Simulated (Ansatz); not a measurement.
# CdC2 in Pmn2_1, a phase reached by a soft mode: a soft mode frozen in

Wanted: the energy along a soft mode of CdC2 in Pmn2_1, a phase reached by a soft mode and the structure at the end.

Main program and level: Ansatz 0.2.0; DFT PBE, scalar-relativistic, plane waves, norm-conserving pseudopotentials.

The structure was built from a prototype and need not be the compound's stable phase.

## Step 1: Starting point

It takes space group Pmn2_1 (No. 31, orthorhombic). The conventional cell has a = 5.920 Å, b = 3.964 Å, c = 3.964 Å, α = 90.00°, β = 90.00°, γ = 90.00°. Nearest to Cd lie 4 C at 2.19 to 2.59 Å. Nearest to C lie 1 C at 1.25 Å and 2 Cd at 2.19 to 2.59 Å. C has 1 C at 1.25 Å and 2 Cd at 2.20 to 2.59 Å nearest. Farther neighbours are not listed.

## Step 2: Linear response at the zone centre

This phase was reached earlier by freezing in an unstable mode of a structure of higher symmetry and relaxing. Its zone-centre modes can show that it is still unstable.

The input, input.yaml:

```yaml
crystal:
  lattice:
    - [5.9203150559, 0.0, 0.0]
    - [0.0, 3.9644499121, 0.0]
    - [0.0, 0.0, 3.9643213079]
  atoms:
    - { symbol: Cd, position: [0.0, 0.2174158645, 0.5090318716] }
    - { symbol: Cd, position: [0.5, 0.7825841355, 0.0090318716] }
    - { symbol: C, position: [0.0, 0.656625181, 0.8449016569] }
    - { symbol: C, position: [0.5, 0.1196952958, 0.5686057337] }
    - { symbol: C, position: [0.0, 0.8803047042, 0.0686057337] }
    - { symbol: C, position: [0.5, 0.343374819, 0.3449016569] }
kpoints:
  mp_grid: { grid: [4, 6, 6] }
hamiltonian:
  xc: pbe
  pseudopotentials: { kind: nc }
scf:
  occupations: { method: fixed }
output:
  eigenvalues: true
phonons:
  method: dfpt
  dielectric: true
  rigid_motions: translations
```

Launch:

```sh
> ansatz run input.yaml --threads 8 --pin off --max-ram 14336MiB --backend cpu --events-out ev --progress --plain --runs-dir out
```

Numbers of over 12 decimals in the logs are rounded to 6 here.

The log of the run:

```text
Engine: ansatz 0.2.0, x86_64-unknown-linux-gnu
Pseudopotentials: kind: nc
Pseudopotential: Cd, nc, valence charge 20, recommended cutoff 1071 eV (normal), Cd.nc.azcp
Pseudopotential: C, nc, valence charge 4, recommended cutoff 1115.666836 eV (normal), C.nc.azcp
Functional definition: PBE
  parameter kappa = 0.804
  parameter beta = 0.066725
  exchange = pbe_x(kappa = kappa, mu = beta*pi^2/3)
  correlation = pbe_c(beta = beta)
Crystal: 6 atoms, lattice volume = 93.046 Å³
Basis set: ecut = 1115.666836 eV, 7845 PW (Γ), exchange–correlation on 144×90×96 points (8 copies of the dense FFT grid, shifted against one another)
Bands: 34, of which v1, the nominal top of the filled ones, is band 28 counted from 1 (27 counted from 0)
Symmetry: 4 space group operations
k-points: 76 of 144 (irreducible under 1 space group operation, time reversal used)
Non-local potential: Cd, projectors of the file, l = 0: 2, l = 1: 2, l = 2: 2, l = 3: 1
Non-local potential: C, projectors of the file, l = 0: 2, l = 1: 2
Initial density: superposition of atomic densities (chi_scale 0.1, normalization cell, long waves kept (reshape's long-wave potential 0.00 eV rms))
Initial wavefunctions: pseudopotential atomic-orbital guess
Functional: x = pbe(κ = 0.804, μ = 0.219515), c = pbe(β = 0.066725)
SCF iter   1: F=—  HF=-10187.751950 eV  |F-HF|=—  |Δ(HF+E_count)|=         —  Δρ=9.79e-2  dr2=9.23e0  ethr=3.10e-3  ⟨swp⟩=5.0  Hψ=10103  notcnv=0  defer=270
preconditioner: auto → Resta (q_TF=auto, 2.507 Å⁻¹)  ε∞=6.0  [insulator: Δε(μ)=4.282 eV  Ē_g=10.879 eV  n_scr=28 (ndim 8)  ℏωp=24.3 eV  f_vac=0.000  ε∞_Penn≈6.0]
SCF iter   2: F=—  HF=-10184.998754 eV  |F-HF|=—  |Δ(HF+E_count)|=    2.75e0  Δρ=4.36e-2  dr2=1.65e0  ethr=3.10e-3  ⟨swp⟩=3.0  Hψ=5320  notcnv=0  defer=179
SCF iter   3: F=—  HF=-10184.470564 eV  |F-HF|=—  |Δ(HF+E_count)|=   5.28e-1  Δρ=8.00e-3  dr2=3.52e-2  ethr=2.95e-3  ⟨swp⟩=3.0  Hψ=5094  notcnv=0  defer=268
SCF iter   4: F=—  HF=-10184.476221 eV  |F-HF|=—  |Δ(HF+E_count)|=   5.66e-3  Δρ=1.78e-3  dr2=4.27e-3  ethr=6.29e-5  ⟨swp⟩=3.1  Hψ=3617  notcnv=0  defer=304
SCF iter   5: F=—  HF=-10184.477079 eV  |F-HF|=—  |Δ(HF+E_count)|=   8.58e-4  Δρ=8.57e-4  dr2=7.72e-4  ethr=7.63e-6  ⟨swp⟩=3.0  Hψ=4313  notcnv=0  defer=304
SCF iter   6: F=—  HF=-10184.477143 eV  |F-HF|=—  |Δ(HF+E_count)|=   6.40e-5  Δρ=3.34e-4  dr2=9.99e-5  ethr=1.38e-6  ⟨swp⟩=2.1  Hψ=4138  notcnv=0  defer=304
SCF iter   7: F=—  HF=-10184.477194 eV  |F-HF|=—  |Δ(HF+E_count)|=   5.16e-5  Δρ=8.04e-5  dr2=5.24e-6  ethr=1.78e-7  ⟨swp⟩=2.0  Hψ=3977  notcnv=0  defer=303
SCF iter   8: F=—  HF=-10184.477212 eV  |F-HF|=—  |Δ(HF+E_count)|=   1.75e-5  Δρ=2.85e-5  dr2=5.24e-7  ethr=9.35e-9  ⟨swp⟩=3.1  Hψ=5942  notcnv=0  defer=280
SCF iter   9: F=—  HF=-10184.477212 eV  |F-HF|=—  |Δ(HF+E_count)|=   2.86e-7  Δρ=5.86e-6  dr2=2.55e-8  ethr=9.35e-10  ⟨swp⟩=2.0  Hψ=4442  notcnv=0  defer=280
SCF iter  10: F=—  HF=-10184.477212 eV  |F-HF|=—  |Δ(HF+E_count)|=   2.43e-8  Δρ=1.18e-6  dr2=1.42e-9  ethr=4.55e-11  ⟨swp⟩=2.2  Hψ=4032  notcnv=0  defer=280
SCF iter  11: F=-10184.477212 eV  HF=-10184.477212 eV  |F-HF|=2.36e-11  |Δ(HF+E_count)|=  8.00e-10  Δρ=1.88e-7  dr2=3.17e-11  ethr=1.00e-12  ⟨swp⟩=17.4  Hψ=23370  notcnv=0
SCF 1 converged in 11 iterations: F = -10184.477212 eV  dr2 = 3.17e-11
DFPT response loops at Γ: preconditioner auto → Resta (q_TF=auto, 2.507 Å⁻¹)  ε∞=4.2 (no band partly filled); β = 1.00, the filter's whole step (`scf.mixing.beta` (0.50) is not read by the response loops at its default; to damp them type it under 1.00, their step now; it binds the ground state too); Broyden in place of MSR1
── the response to a field inside a basis, on 4×6×6 k-points: an SCF that follows is theirs, and a resumed run solves both again ──
Bands: 29, of which v1, the nominal top of the filled ones, is band 28 counted from 1 (27 counted from 0)
k-points: 18 of 144 (time reversal used)
Initial density: handed on by an earlier stage of this run
Initial wavefunctions: pseudopotential atomic-orbital guess (no wavefunctions were taken with the density)
Eigensolver: Dense (18 Hₖ)
SCF iter   1: F=—  HF=-10184.415276 eV  |F-HF|=—  |Δ(HF+E_count)|=         —  Δρ=4.53e-4  dr2=1.95e-5  ethr=1.00e-1
preconditioner: auto → Resta (q_TF=auto, 2.507 Å⁻¹)  ε∞=7.2  [insulator: Δε(μ)=3.484 eV  Ē_g=9.758 eV  n_scr=28 (ndim 8)  ℏωp=24.3 eV  f_vac=0.030  ε∞_Penn≈7.2]
SCF iter   2: F=—  HF=-10184.415314 eV  |F-HF|=—  |Δ(HF+E_count)|=   3.80e-5  Δρ=2.32e-4  dr2=5.48e-6  ethr=3.48e-8
SCF iter   3: F=-10184.415330 eV  HF=-10184.415330 eV  |F-HF|=4.24e-8  |Δ(HF+E_count)|=   1.59e-5  Δρ=1.42e-5  dr2=7.52e-8  ethr=9.79e-9
SCF 1 converged in 3 iterations: F = -10184.415330 eV  dr2 = 7.52e-8
DFPT response loops at Γ: mixed as the last ones told, above
SCF converged after 11 iterations
Free energy (F): -10184.477212 eV
Harris-Foulkes:  -10184.477212 eV  (|F-HF|=2.36e-11)
Internal energy: -10184.477212 eV  (E = F + TS)
E sigma→0 (E₀):  -10184.477212 eV
Fermi energy:    6.925074 eV
--- Per-component energies (eV) ---
  E_band       = -989.014182
  E_kinetic    = 3691.755995
  E_local      = -10273.735489  (includes V_loc(G=0)·N_el)
  E_nonlocal   = 338.592728
  E_hartree    = 3323.436810
  E_xc         = -1546.691839
  E_vxc        = -1392.501258  (∫ρ·V_xc dr)
  E_ewald      = -5717.835416
  E_smearing   = -0.000000  (= −TS)
  E_closure    = -0.000000  (closes the sum)
  Σ components = -10184.477212   (vs F -10184.477212, Δ=0.00e0)
--- Band table (eV; the first three rows and the last of 76) ---
  k-point 0: bands = [... 24 lower, 4.5019, 5.8694, 5.9278, 5.9696, 10.5548, 11.7072, 12.8802, 12.9641, ... 2 higher]
  k-point 1: bands = [... 24 lower, 4.6546, 5.9181, 6.0175, 6.0571, 10.8551, 11.7741, 12.3762, 12.6220, ... 2 higher]
  k-point 2: bands = [... 24 lower, 5.0113, 5.6580, 6.0954, 6.1452, 11.3160, 11.6692, 11.7279, 11.9816, ... 2 higher]
  k-point 75: bands = [... 24 lower, 4.3557, 4.3557, 6.6933, 6.6933, 11.8334, 11.8334, 12.0059, 12.0059, ... 2 higher]
--- Phonons (Γ-DFPT): 9 representative perturbations + reference, on 76 of 144 k-points (Σ response iterations 30) ---
  k mesh reduced under 1 symmetry operation, with k and −k counted as one. Each operation leaves every solved perturbation unchanged. A smaller set is not considered because the run solves the response to a homogeneous field
  ASR residual: 5.882e-4 → 0.000e0 eV/Å²; symmetrization residual: 3.096e-6 eV/Å²
  ASR residual per site (eV/Å²): 5.88e-4 5.88e-4 5.83e-5 3.50e-5 3.50e-5 5.83e-5
  Γ frequencies (cm⁻¹): -58.77 0.00 0.00 0.00 45.82 50.37 52.47 137.17 137.65 257.31 260.92 288.27 367.35 373.14 444.02 445.61 1922.67 1923.97
  ε∞ (high-frequency dielectric tensor):
        4.139933     0.000000     0.000000
        0.000000     5.059206     0.000000
        0.000000     0.000000     5.075284
  softest optical mode at Γ: -58.77 cm⁻¹; the repairs (sum rule, projections) moved no ω² at Γ by more than (1.76 cm⁻¹)²
  Born effective charges Z* (e; rows j = field, columns β = displacement):
    site 0:
         2.28712    0.00000    0.00000
         0.00000    2.26717   -0.10729
         0.00000   -0.11062    2.28061
    site 1:
         2.28712    0.00000    0.00000
         0.00000    2.26717    0.10729
         0.00000    0.11062    2.28061
    site 2:
        -1.08696    0.00000    0.00000
        -0.00000   -0.95903    0.21868
         0.00000   -0.01484   -1.30203
    site 3:
        -1.20016    0.00000   -0.00000
        -0.00000   -1.30815    0.02419
         0.00000   -0.21253   -0.97858
    site 4:
        -1.20016    0.00000   -0.00000
         0.00000   -1.30815   -0.02419
        -0.00000    0.21253   -0.97858
    site 5:
        -1.08696    0.00000    0.00000
         0.00000   -0.95903   -0.21868
         0.00000    0.01484   -1.30203
  Z* charge neutrality: 5.599e-3 e pre-enforcement
  solved inside a basis spanned on kpoints, on 4×6×6 k-points, its susceptibility summed on 6×10×10: ε∞ is read to err by 1.6e-2, Z* by 2.4e-2 e (field_mesh: kpoints solves on kpoints); Z* is corrected for what the basis lacks
  optical modes at Γ without the LO–TO term, one row a degenerate level:
      ω (cm⁻¹)  modes    IR ((D/Å)²/amu)
        -58.77      1            12.2193
         45.82      1             0.0000
         50.37      1             0.1520
         52.47      1             0.1355
        137.17      1             7.3242
        137.65      1             7.1504
        257.31      1             0.0000
        260.92      1             0.0000
        288.27      1             0.0000
        367.35      1             1.2279
        373.14      1             1.4527
        444.02      1             3.5417
        445.61      1             3.3706
       1922.67      1             0.2598
       1923.97      1             0.2985
  optical modes at Γ + LO–TO along q̂ = [1.0000, 0.0000, 0.0000]:
      ω (cm⁻¹)  modes    IR ((D/Å)²/amu)
         45.82      1             0.0000
         50.37      1             0.1520
         52.47      1             0.1355
        137.17      1             7.3242
[...]
optical modes at Γ + LO–TO along q̂ = [0.0000, 1.0000, 0.0000]:
      ω (cm⁻¹)  modes    IR ((D/Å)²/amu)
[...]
optical modes at Γ + LO–TO along q̂ = [0.0000, 0.0000, 1.0000]:
      ω (cm⁻¹)  modes    IR ((D/Å)²/amu)
[...]
52.47      1             0.1355
        137.65      1             7.1504
        217.83      1             5.2560
        257.31      1             0.0000
        260.92      1             0.0000
        288.27      1             0.0000
        373.14      1             1.4527
        374.78      1             1.1679
        445.61      1             3.3706
        466.99      1             5.7989
       1922.97      1             0.2680
       1923.97      1             0.2985
```

Wall time 84 s (8 threads of Intel Xeon 6975P-C (Granite Rapids), shared host); peak memory 4.2 GiB; 11 min of CPU time.

In the SCF lines HF is the Harris–Foulkes energy and dr2 the Hartree energy of the density residual, in eV; the loop may stop once dr2 is under the threshold and the program's other checks hold. Hψ counts applications of the Hamiltonian.

This step gave:

```
gap on the k-mesh                                       : 3.433 eV
volume per atom                                         : 15.51 Å³
sum-rule residual before enforcement                    : 5.88e-4 eV/Å²
miss of the charge sum rule                             : 0.005599 e
estimated error of the dielectric tensor                : 0.01618
estimated error of the Born charges                     : 0.02430 e
point group                                             : mm2
highest optical mode at the zone centre (no LO-TO term) : 1924 cm⁻¹
lowest optical zone-centre mode                         : -58.77 cm⁻¹
mean high-frequency dielectric constant                 : 4.758
largest Born charge (third of the trace)                : 2.278 e
top of the zone-centre spectrum with the field          : 1924 cm⁻¹
```

Without the LO-TO term. Patterns of degenerate modes are one choice out of their space. Modes at Γ, with each element's share of the kinetic energy (negative means imaginary):

```csv
mode,frequency (cm⁻¹),symmetry,Cd %,C %
1,-58.8,B1,18,82
2,0.0,acoustic,82,18
3,0.0,acoustic,82,18
4,0.0,acoustic,82,18
5,45.8,A2,98,2
6,50.4,A1,90,10
7,52.5,B2,90,10
8,137.2,A1,11,89
9,137.7,B2,11,89
10,257.3,A2,0,100
11,260.9,B1,0,100
12,288.3,A2,2,98
13,367.4,A1,4,96
14,373.1,B2,4,96
15,444.0,A1,13,87
16,445.6,B2,13,87
17,1922.7,A1,0,100
18,1924.0,B2,0,100
```

Displacements in mode 1 (-58.8 cm⁻¹), the largest set to 1:
```
Cd1 -0.20  0.00  0.00
Cd2 -0.20  0.00  0.00
C3   0.90  0.00  0.00
C4   1.00  0.00  0.00
C5   1.00  0.00  0.00
C6   0.90  0.00  0.00
```

Displacements in mode 14 (373.1 cm⁻¹), the largest set to 1:
```
Cd1  0.00  0.07  0.07
Cd2  0.00  0.07 -0.07
C3   0.00  0.31 -1.00
C4   0.00 -0.98 -0.29
C5   0.00 -0.98  0.29
C6   0.00  0.31  1.00
```

Before it was imposed, the acoustic sum rule was missed by 5.9e-4 eV/Å² and the charge sum rule by 0.0056 e. Small misses are needed for a sound result but don't prove that mesh and cutoff are converged. The lowest optical mode is imaginary, 58.8i cm⁻¹, so the energy falls along it.

## Step 3: The mode frozen in, largest atomic shift 0 Å

The mode followed lies at Γ with frequency 58.8i cm⁻¹, the softest among the wavevectors solved. At small amplitude the distorted cell has space group no. 7 by a symmetry search on the positions. The undistorted cell that holds it gives the zero of energy on the same k mesh.

Edit input.yaml of step 2 so:

```diff
@@ -18,8 +18,6 @@
 scf:
-  occupations: { method: fixed }
+  occupations: { method: gaussian, width: 0.02 }
 output:
+  forces: true
+  stress: true
   eigenvalues: true
-phonons:
-  method: dfpt
-  dielectric: true
-  rigid_motions: translations
```

The log of the run:

```text
[...]
Crystal: 6 atoms, lattice volume = 93.046 Å³
Basis set: ecut = 1115.666836 eV, 7845 PW (Γ), exchange–correlation on 144×90×90 points (8 copies of the dense FFT grid, shifted against one another)
Bands: 34, of which v1, the nominal top of the filled ones, is band 28 counted from 1 (27 counted from 0)
Symmetry: 4 space group operations
[...]
k-point 0: bands = [... 24 lower, 4.5019, 5.8695, 5.9278, 5.9697, 10.5548, 11.7072, 12.8803, 12.9641, ... 1 higher]
  k-point 1: bands = [... 24 lower, 4.6546, 5.9181, 6.0175, 6.0571, 10.8550, 11.7741, 12.3762, 12.6220, ... 1 higher]
  k-point 2: bands = [... 24 lower, 5.0113, 5.6580, 6.0954, 6.1452, 11.3160, 11.6692, 11.7280, 11.9816, ... 1 higher]
  k-point 47: bands = [... 24 lower, 4.3557, 4.3557, 6.6933, 6.6933, 11.8334, 11.8334, 12.0059, 12.0059, ... 1 higher]
[key lines of the parts left out:]
SCF converged after 9 iterations
Free energy (F): -10184.477212 eV
Fermi energy:    8.641615 eV
P = ⅓ Tr σ = 0.0047 GPa (0.047 kbar)
```

Elapsed: 3 s, on 8 threads; peak memory 0.99 GiB.

Numbers from this step:

| Property | Result |
| --- | --- |
| pressure | 0.004664 GPa |
| energy from the undistorted cell | 0 meV/atom |

At this level the gap is 3.43 eV on the k-mesh of the self-consistent run, which can miss the band edges.

## Step 4: The mode frozen in, largest atomic shift 0.32 Å

The atoms are moved along the unstable eigenvector, the largest shift by 0.32 Å, with the cell fixed.

input.yaml, the sections that differ from step 3:

```yaml
crystal:
  lattice:
    - [5.9203150559, 0.0, 0.0]
    - [0.0, 3.9644499121, 0.0]
    - [0.0, 0.0, 3.9643213079]
  atoms:
    - { symbol: Cd, position: [0.0109973264, 0.2174158645, 0.5090318716] }
    - { symbol: Cd, position: [0.5109973264, 0.7825841355, 0.0090318716] }
    - { symbol: C, position: [-0.0488755938, 0.656625181, 0.8449016569] }
    - { symbol: C, position: [0.4459488225, 0.1196952958, 0.5686057337] }
    - { symbol: C, position: [-0.0540511775, 0.8803047042, 0.0686057337] }
    - { symbol: C, position: [0.4511244062, 0.343374819, 0.3449016569] }
# kpoints, hamiltonian, scf, output: as in step 3
```

The log of the run:

```text
[...]
Crystal: 6 atoms, lattice volume = 93.046 Å³
Basis set: ecut = 1115.666836 eV, 7845 PW (Γ), exchange–correlation on 144×90×90 points (8 copies of the dense FFT grid, shifted against one another)
Bands: 34, of which v1, the nominal top of the filled ones, is band 28 counted from 1 (27 counted from 0)
Symmetry: 2 space group operations
[...]
--- Band table (eV; the first three rows and the last of 56) ---
  k-point 0: bands = [... 24 lower, 4.5873, 5.8590, 5.9382, 6.0996, 10.5162, 11.6065, 12.6329, 12.6369]
  k-point 1: bands = [... 24 lower, 4.8499, 5.9174, 6.0292, 6.0575, 10.8420, 11.7024, 12.1857, 12.2782]
  k-point 2: bands = [... 24 lower, 5.2815, 5.5600, 6.0286, 6.1461, 11.2995, 11.4421, 11.8108, 11.8804]
  k-point 55: bands = [... 24 lower, 4.3520, 4.3722, 6.4557, 6.7751, 11.4388, 11.5540, 11.9629, 12.2344]
[key lines of the parts left out:]
SCF converged after 9 iterations
Free energy (F): -10184.490298 eV
Fermi energy:    8.583198 eV
P = ⅓ Tr σ = -0.1734 GPa (-1.734 kbar)
```

It took 3.7 s on 8 threads; peak memory 1 GiB.

Numbers from this step:

| Property | Result |
| --- | --- |
| pressure | -0.1734 GPa |
| gap on the k-mesh | 3.483 eV |
| energy from the undistorted cell | -2.181 meV/atom |

The energy, extrapolated to zero smearing, is -2.18 meV/atom against the undistorted cell.

The run ends at a pressure of -0.17 GPa, with forces up to 0.23 eV/Å.

## Step 5: Energy along the mode, all amplitudes (two of the runs are shown above)

An imaginary frequency means negative curvature, so the energy should fall and then rise again as anharmonic terms take over.

Numbers from this step:

```yaml
depth_at_the_lowest_point_sampled: 2.181 meV/atom
largest_atomic_shift_at_that_point: 0.32 Å
```

Table of energy from the parent by largest atomic shift:

```
largest atomic shift (Å)  energy from the parent (meV/atom)
                   0.000                                  0
                   0.040                             -0.089
                   0.080                             -0.347
                   0.140                             -0.987
                   0.220                              -1.99
                   0.320                              -2.18
                   0.450                               4.77
```

Displacement at unit largest shift by atom:

| atom | x (Å) | y (Å) | z (Å) | size |
| --- | --- | --- | --- | --- |
| Cd1 | 0.20 | 0.00 | 0.00 | 0.20 |
| Cd2 | 0.20 | 0.00 | 0.00 | 0.20 |
| C3 | -0.90 | 0.00 | 0.00 | 0.90 |
| C4 | -1.00 | 0.00 | 0.00 | 1.00 |
| C5 | -1.00 | 0.00 | 0.00 | 1.00 |
| C6 | -0.90 | 0.00 | 0.00 | 0.90 |

The lowest of the steps tried is at 0.32 Å, 2.18 meV/atom below the parent; the bottom of the well need not coincide with a step.

(Continued in part 2 of 3.)

[Logs are printed without paths, hosts, clocks, repeated set-up lines and the standing remarks that a program may print on its own settings, such as how far it seeks lower states.]

[Hosts, paths, dates, database ids (printed as entryN), source tags and the programs' standing remarks are cut or masked in the printed files.]
